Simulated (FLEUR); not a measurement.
## Collinear magnetic orders of Fe3Ge with FLEUR

A self-consistent run ends on one state, which hangs on the start. Several orders of Fe3Ge are started in FLEUR and their energies compared.

Program: FLEUR MaX-R8.1. Level of theory: LDA (VWN); all-electron FLAPW, Dirac cores, scalar-relativistic bands. Results are calculated unless marked as measured.

Most raw output is cut from this account.

## (1) The structure

The structure is cubic, space group Pm-3m (No. 221). Conventional cell: a = 3.661 Å, b = 3.661 Å, c = 3.661 Å, α = 90.00°, β = 90.00°, γ = 90.00°. Nearest to Fe lie 4 Ge at 2.59 Å and 8 Fe at 2.59 Å. Ge has 12 Fe at 2.59 Å nearest. Farther neighbours are not listed.

Structure file:

```xyz
4
Lattice="3.6605 0.0000 0.0000 0.0000 3.6605 0.0000 0.0000 0.0000 3.6605" Properties=species:S:1:pos:R:3 pbc="T T T"
Fe    0.0000    1.8303    1.8303
Fe    1.8303    1.8303    0.0000
Fe    1.8303    0.0000    1.8303
Ge    0.0000    0.0000    0.0000
```

The cell comes from a database of computed structures and need not be the stable phase.

## (2) Run 1 (ferro +++)

The parallel start comes first: it shows whether parallel moments hold.

inpgen writes inp.xml from crystal.txt; cutoffs, mixing, functional, smearing and local orbitals are then set in the file. The k list default-1 (kpts.xml, not shown) is a Γ-centred 8×8×8 mesh; where the ranks do not divide the number of points, some are split in two of half the weight.

File inp.xml:

```
<?xml version="1.0" encoding="UTF-8" standalone="no"?>
<fleurInput fleurInputVersion="0.39">
   <comment>
      Fe3Ge
   </comment>
   <calculationSetup>
      <cutoffs Kmax="3.6" Gmax="10.8" GmaxXC="10.8" numbands="0"/>
      <scfLoop itmax="90" minDistance="0.00002" maxIterBroyd="15" imix="Anderson" alpha="0.05" precondParam="0.0" spinf="2.0" sdNocoIR="T"/>
      <coreElectrons ctail="T" frcor="F" kcrel="0" coretail_lmax="0"/>
      <xcFunctional name="vwn" relativisticCorrections="F"/>
      <magnetism jspins="2"/>
      <soc l_soc="F" theta="0.0" phi="0.0" spav="F"/>
      <expertModes spex="0" secvar="F"/>
      <geometryOptimization l_f="F" forcealpha="1.0" forcemix="BFGS" epsdisp="0.00001" epsforce="0.00001"/>
      <ldaU l_linMix="F" mixParam="0.05" spinf="1.0"/>
   </calculationSetup>
   <cell>
      <bzIntegration valenceElectrons="62.0" mode="hist" fermiSmearingEnergy="0.00183747">
         <kPointListSelection listName="default-1"/>
         <xi:include xmlns:xi="http://www.w3.org/2001/XInclude" href="kpts.xml"> </xi:include>
      </bzIntegration>
      <xi:include xmlns:xi="http://www.w3.org/2001/XInclude" href="sym.xml"> </xi:include>
      <bulkLattice scale="1.0">
         <bravaisMatrix>
            <row-1>    6.9173434617558840     0.0000000000000000     0.0000000000000000</row-1>
            <row-2>    0.0000000000000000     6.9173434617558840     0.0000000000000000</row-2>
            <row-3>    0.0000000000000000     0.0000000000000000     6.9173434617558840</row-3>
         </bravaisMatrix>
      </bulkLattice>
   </cell>
   <atomSpecies>
      <species name="Iron (Fe) 2.800" element="Fe" atomicNumber="26">
         <mtSphere radius="2.38" gridPoints="787" logIncrement="0.016"/>
         <atomicCutoffs lmax="8" lnonsphr="6"/>
         <electronConfig flipSpins="F">
            <coreConfig>(1s1/2) (2s1/2) (2p1/2) (2p3/2)</coreConfig>
            <valenceConfig>(3s1/2) (3p1/2) (3p3/2) (4s1/2) (3d3/2) (3d5/2)</valenceConfig>
            <stateOccupation state="(3d3/2)" spinUp="1.4" spinDown="1.0"/>
            <stateOccupation state="(3d5/2)" spinUp="3.0" spinDown="0.6"/>
         </electronConfig>
         <energyParameters s="4" p="4" d="3" f="4"/>
         <lo type="SCLO" l="0" n="3" eDeriv="0"/>
         <lo type="SCLO" l="1" n="3" eDeriv="0"/>
      </species>
      <species name="Germanium (Ge)" element="Ge" atomicNumber="32">
         <mtSphere radius="2.38" gridPoints="787" logIncrement="0.016"/>
         <atomicCutoffs lmax="8" lnonsphr="6"/>
         <electronConfig flipSpins="F">
            <coreConfig>(1s1/2) (2s1/2) (2p1/2) (2p3/2) (3s1/2) (3p1/2) (3p3/2)</coreConfig>
            <valenceConfig>(4s1/2) (3d3/2) (3d5/2) (4p1/2) (4p3/2)</valenceConfig>
            <stateOccupation state="(4p1/2)" spinUp="0.333333" spinDown="0.333333"/>
            <stateOccupation state="(4p3/2)" spinUp="0.666667" spinDown="0.666667"/>
         </electronConfig>
         <energyParameters s="4" p="4" d="3" f="4"/>
      </species>
   </atomSpecies>
   <atomGroups>
      <atomGroup species="Iron (Fe) 2.800">
         <relPos label="                   1">.0000000000 1.000/2.000 1.000/2.000</relPos>
         <relPos label="                   2">1.000/2.000 1.000/2.000 .0000000000</relPos>
         <relPos label="                   3">1.000/2.000 .0000000000 1.000/2.000</relPos>
         <force calculate="T" relaxXYZ="TTT"/>
      </atomGroup>
      <atomGroup species="Germanium (Ge)">
         <relPos label="                   4">.0000000000 .0000000000 .0000000000</relPos>
         <force calculate="T" relaxXYZ="TTT"/>
      </atomGroup>
   </atomGroups>
   <output dos="F" band="F" slice="F">
      <bandDOS minEnergy="-.5*Htr" maxEnergy="0.5*Htr" sigma="0.015" storeEVData="T"/>
      <plotting iplot="0" polar="F">
         <plot TwoD="T" vec1="  1.0  0.0  0.0" vec2="  0.0  1.0  0.0" vec3="  0.0  0.0  1.0" zero="  0.0  0.0  0.0" file="plot"/>
      </plotting>
      <moessbauerParams electricFieldGradient="F" isomerShift="F" coreHyperfine="F" valenceHyperfine="F"/>
   </output>
</fleurInput>
```

File crystal.txt:

```
Fe3Ge
&input film=F cartesian=F /
3.66050052000  0.00000000000  0.00000000000
0.00000000000  3.66050052000  0.00000000000
0.00000000000  0.00000000000  3.66050052000
1.8897261246
1.0 1.0 1.0

4
26 0.00000000000  0.50000000000  0.50000000000 : 2.800
26 0.50000000000  0.50000000000  0.00000000000 : 2.800
26 0.50000000000  0.00000000000  0.50000000000 : 2.800
32 0.00000000000  0.00000000000  0.00000000000

&kpt div1=8 div2=8 div3=8 gamma=T /
```

The run is started by

```console
> OMP_NUM_THREADS=1 inpgen -f crystal.txt > inpgen.log  # inp.xml is then edited as shown
> OMP_NUM_THREADS=1 mpirun -n 4 fleur_MPI > fleur.log
```

Elapsed: 16 s, on 4 MPI ranks of Intel Xeon 6975P-C (Granite Rapids), shared host; peak memory 0.23 GiB.

Spin moment in the muffin-tin sphere by atom:

```
atom  spin moment in the muffin-tin sphere (μB)
 Fe1                                       2.18
 Fe2                                       2.18
 Fe3                                       2.18
 Ge4                                      -0.12
```

This step gave:

* free energy: -160763.9762 eV
* program's band gap on this mesh (in a metal only a level spacing): 0.003878 eV
* magnetization: 6.386 μB
* final state: ferromagnetic, with opposed induced moments

After 22 cycles the largest moment stands at 2.18 μB.

## (3) Start 2: antiferro q=(0,1/2,1/2) +-+-+-

Reversing part of the moments tests the sign of the couplings between them.

The cell is doubled to 8 atoms to hold this order. The mesh is halved along the doubled vector, so that both cells sample the same points. The k list default-1 (kpts.xml, not shown) is a Γ-centred 8×4×8 mesh.

inp.xml, as its differences from that of step 2:

```diff
@@ -17,3 +17,3 @@
    <cell>
-      <bzIntegration valenceElectrons="62.0" mode="hist" fermiSmearingEnergy="0.00183747">
+      <bzIntegration valenceElectrons="124.0" mode="hist" fermiSmearingEnergy="0.00183747">
          <kPointListSelection listName="default-1"/>
@@ -25,4 +25,4 @@
             <row-1>    6.9173434617558840     0.0000000000000000     0.0000000000000000</row-1>
-            <row-2>    0.0000000000000000     6.9173434617558840     0.0000000000000000</row-2>
-            <row-3>    0.0000000000000000     0.0000000000000000     6.9173434617558840</row-3>
+            <row-2>    0.0000000000000000    13.8346869235117680     0.0000000000000000</row-2>
+            <row-3>    0.0000000000000000     6.9173434617558840     6.9173434617558840</row-3>
          </bravaisMatrix>
@@ -39,2 +39,15 @@
             <stateOccupation state="(3d5/2)" spinUp="3.0" spinDown="0.6"/>
+         </electronConfig>
+         <energyParameters s="4" p="4" d="3" f="4"/>
+         <lo type="SCLO" l="0" n="3" eDeriv="0"/>
+         <lo type="SCLO" l="1" n="3" eDeriv="0"/>
+      </species>
+      <species name="Iron (Fe) -2.800" element="Fe" atomicNumber="26">
+         <mtSphere radius="2.38" gridPoints="787" logIncrement="0.016"/>
+         <atomicCutoffs lmax="8" lnonsphr="6"/>
+         <electronConfig flipSpins="F">
+            <coreConfig>(1s1/2) (2s1/2) (2p1/2) (2p3/2)</coreConfig>
+            <valenceConfig>(3s1/2) (3p1/2) (3p3/2) (4s1/2) (3d3/2) (3d5/2)</valenceConfig>
+            <stateOccupation state="(3d3/2)" spinUp="1.0" spinDown="1.4"/>
+            <stateOccupation state="(3d5/2)" spinUp="0.6" spinDown="3.0"/>
          </electronConfig>
@@ -58,5 +71,23 @@
       <atomGroup species="Iron (Fe) 2.800">
-         <relPos label="                   1">.0000000000 1.000/2.000 1.000/2.000</relPos>
-         <relPos label="                   2">1.000/2.000 1.000/2.000 .0000000000</relPos>
-         <relPos label="                   3">1.000/2.000 .0000000000 1.000/2.000</relPos>
+         <relPos label="                   1">.0000000000 .0000000000 1.000/2.000</relPos>
+         <force calculate="T" relaxXYZ="TTT"/>
+      </atomGroup>
+      <atomGroup species="Iron (Fe) -2.800">
+         <relPos label="                   2">.0000000000 1.000/2.000 1.000/2.000</relPos>
+         <force calculate="T" relaxXYZ="TTT"/>
+      </atomGroup>
+      <atomGroup species="Iron (Fe) 2.800">
+         <relPos label="                   3">1.000/2.000 1.000/4.000 .0000000000</relPos>
+         <force calculate="T" relaxXYZ="TTT"/>
+      </atomGroup>
+      <atomGroup species="Iron (Fe) -2.800">
+         <relPos label="                   4">1.000/2.000 -1.000/4.000 .0000000000</relPos>
+         <force calculate="T" relaxXYZ="TTT"/>
+      </atomGroup>
+      <atomGroup species="Iron (Fe) 2.800">
+         <relPos label="                   5">1.000/2.000 -1.000/4.000 1.000/2.000</relPos>
+         <force calculate="T" relaxXYZ="TTT"/>
+      </atomGroup>
+      <atomGroup species="Iron (Fe) -2.800">
+         <relPos label="                   6">1.000/2.000 1.000/4.000 1.000/2.000</relPos>
          <force calculate="T" relaxXYZ="TTT"/>
@@ -64,3 +95,7 @@
       <atomGroup species="Germanium (Ge)">
-         <relPos label="                   4">.0000000000 .0000000000 .0000000000</relPos>
+         <relPos label="                   7">.0000000000 .0000000000 .0000000000</relPos>
+         <force calculate="T" relaxXYZ="TTT"/>
+      </atomGroup>
+      <atomGroup species="Germanium (Ge)">
+         <relPos label="                   8">.0000000000 1.000/2.000 .0000000000</relPos>
          <force calculate="T" relaxXYZ="TTT"/>
```

File crystal.txt:

```
Fe3Ge
&input film=F cartesian=F /
3.66050052000  0.00000000000  0.00000000000
0.00000000000  7.32100104000  0.00000000000
0.00000000000  3.66050052000  3.66050052000
1.8897261246
1.0 1.0 1.0

8
26 0.00000000000  0.00000000000  0.50000000000 : 2.800
26 0.00000000000  0.50000000000  0.50000000000 : -2.800
26 0.50000000000  0.25000000000  0.00000000000 : 2.800
26 0.50000000000  0.75000000000  0.00000000000 : -2.800
26 0.50000000000  0.75000000000  0.50000000000 : 2.800
26 0.50000000000  0.25000000000  0.50000000000 : -2.800
32 0.00000000000  0.00000000000  0.00000000000
32 0.00000000000  0.50000000000  0.00000000000

&kpt div1=8 div2=4 div3=8 gamma=T /
```

It took 6.4 min on 4 MPI ranks; peak memory 0.87 GiB; 26 min of CPU time.

Spin moment in the muffin-tin sphere by atom:

```
atom  spin moment in the muffin-tin sphere (μB)
 Fe1                                       2.07
 Fe2                                      -2.07
 Fe3                                       1.95
 Fe4                                      -1.95
 Fe5                                       1.95
 Fe6                                      -1.95
 Ge7                                       0.00
 Ge8                                       0.00
```

Numbers from this step:

* free energy: -321527.2449 eV
* program's band gap on this mesh (in a metal only a level spacing): 2.82e-8 eV
* magnetization: 0 μB
* final state: antiferromagnetic

It lies 118 meV a seeded atom over the first start, and its largest moment is 2.07 μB against 2.18 μB.

## (4) Start 3: antiferro q=(0,0,1/2) +-+--+

The cell is doubled to 8 atoms to hold this order. The mesh is halved along the doubled vector, so that both cells sample the same points. The k list default-1 (kpts.xml, not shown) is a Γ-centred 8×8×4 mesh.

inp.xml, as its differences from that of step 3:

```diff
@@ -25,4 +25,4 @@
             <row-1>    6.9173434617558840     0.0000000000000000     0.0000000000000000</row-1>
-            <row-2>    0.0000000000000000    13.8346869235117680     0.0000000000000000</row-2>
-            <row-3>    0.0000000000000000     6.9173434617558840     6.9173434617558840</row-3>
+            <row-2>    0.0000000000000000     6.9173434617558840     0.0000000000000000</row-2>
+            <row-3>    0.0000000000000000     0.0000000000000000    13.8346869235117680</row-3>
          </bravaisMatrix>
@@ -71,3 +71,4 @@
       <atomGroup species="Iron (Fe) 2.800">
-         <relPos label="                   1">.0000000000 .0000000000 1.000/2.000</relPos>
+         <relPos label="                   1">.0000000000 1.000/2.000 1.000/4.000</relPos>
+         <relPos label="                   6">1.000/2.000 .0000000000 -1.000/4.000</relPos>
          <force calculate="T" relaxXYZ="TTT"/>
@@ -75,3 +76,4 @@
       <atomGroup species="Iron (Fe) -2.800">
-         <relPos label="                   2">.0000000000 1.000/2.000 1.000/2.000</relPos>
+         <relPos label="                   2">.0000000000 1.000/2.000 -1.000/4.000</relPos>
+         <relPos label="                   5">1.000/2.000 .0000000000 1.000/4.000</relPos>
          <force calculate="T" relaxXYZ="TTT"/>
@@ -79,3 +81,3 @@
       <atomGroup species="Iron (Fe) 2.800">
-         <relPos label="                   3">1.000/2.000 1.000/4.000 .0000000000</relPos>
+         <relPos label="                   3">1.000/2.000 1.000/2.000 .0000000000</relPos>
          <force calculate="T" relaxXYZ="TTT"/>
@@ -83,11 +85,3 @@
       <atomGroup species="Iron (Fe) -2.800">
-         <relPos label="                   4">1.000/2.000 -1.000/4.000 .0000000000</relPos>
-         <force calculate="T" relaxXYZ="TTT"/>
-      </atomGroup>
-      <atomGroup species="Iron (Fe) 2.800">
-         <relPos label="                   5">1.000/2.000 -1.000/4.000 1.000/2.000</relPos>
-         <force calculate="T" relaxXYZ="TTT"/>
-      </atomGroup>
-      <atomGroup species="Iron (Fe) -2.800">
-         <relPos label="                   6">1.000/2.000 1.000/4.000 1.000/2.000</relPos>
+         <relPos label="                   4">1.000/2.000 1.000/2.000 1.000/2.000</relPos>
          <force calculate="T" relaxXYZ="TTT"/>
@@ -99,3 +93,3 @@
       <atomGroup species="Germanium (Ge)">
-         <relPos label="                   8">.0000000000 1.000/2.000 .0000000000</relPos>
+         <relPos label="                   8">.0000000000 .0000000000 1.000/2.000</relPos>
          <force calculate="T" relaxXYZ="TTT"/>
```

File crystal.txt:

```
Fe3Ge
&input film=F cartesian=F /
3.66050052000  0.00000000000  0.00000000000
0.00000000000  3.66050052000  0.00000000000
0.00000000000  0.00000000000  7.32100104000
1.8897261246
1.0 1.0 1.0

8
26 0.00000000000  0.50000000000  0.25000000000 : 2.800
26 0.00000000000  0.50000000000  0.75000000000 : -2.800
26 0.50000000000  0.50000000000  0.00000000000 : 2.800
26 0.50000000000  0.50000000000  0.50000000000 : -2.800
26 0.50000000000  0.00000000000  0.25000000000 : -2.800
26 0.50000000000  0.00000000000  0.75000000000 : 2.800
32 0.00000000000  0.00000000000  0.00000000000
32 0.00000000000  0.00000000000  0.50000000000

&kpt div1=8 div2=8 div3=4 gamma=T /
```

Elapsed: 3.2 min, on 4 MPI ranks; peak memory 0.51 GiB.

Spin moment in the muffin-tin sphere by atom:

```
atom  spin moment in the muffin-tin sphere (μB)
 Fe1                                       1.84
 Fe2                                      -1.84
 Fe3                                       2.00
 Fe4                                      -2.00
 Fe5                                      -1.84
 Fe6                                       1.84
 Ge7                                      -0.01
 Ge8                                       0.01
```

Numbers from this step:

```yaml
free_energy: -321526.9748 eV
program_s_band_gap_on_this_mesh_in_a_metal_only_a_level_spacing: 9.17e-4 eV
magnetization: 0 μB
final_state: antiferromagnetic
```

It lies 163 meV a seeded atom over the first start, and its largest moment is 2.00 μB against 2.18 μB.

(Part 1 of 2 ends here.)

[Logs and program files are shortened in this print: banners, set-up blocks, solver, clock and traceback lines can be left out without a mark of their own.]

[Logs are printed without paths, hosts, clocks, repeated set-up lines and the standing remarks that a program may print on its own settings, such as how far it seeks lower states.]

[Hosts, paths, dates, database ids (printed as entryN), source tags and the programs' standing remarks are cut or masked in the printed files.]

[Where a cell is said to come from a database of computed structures, the database is the Materials Project.]
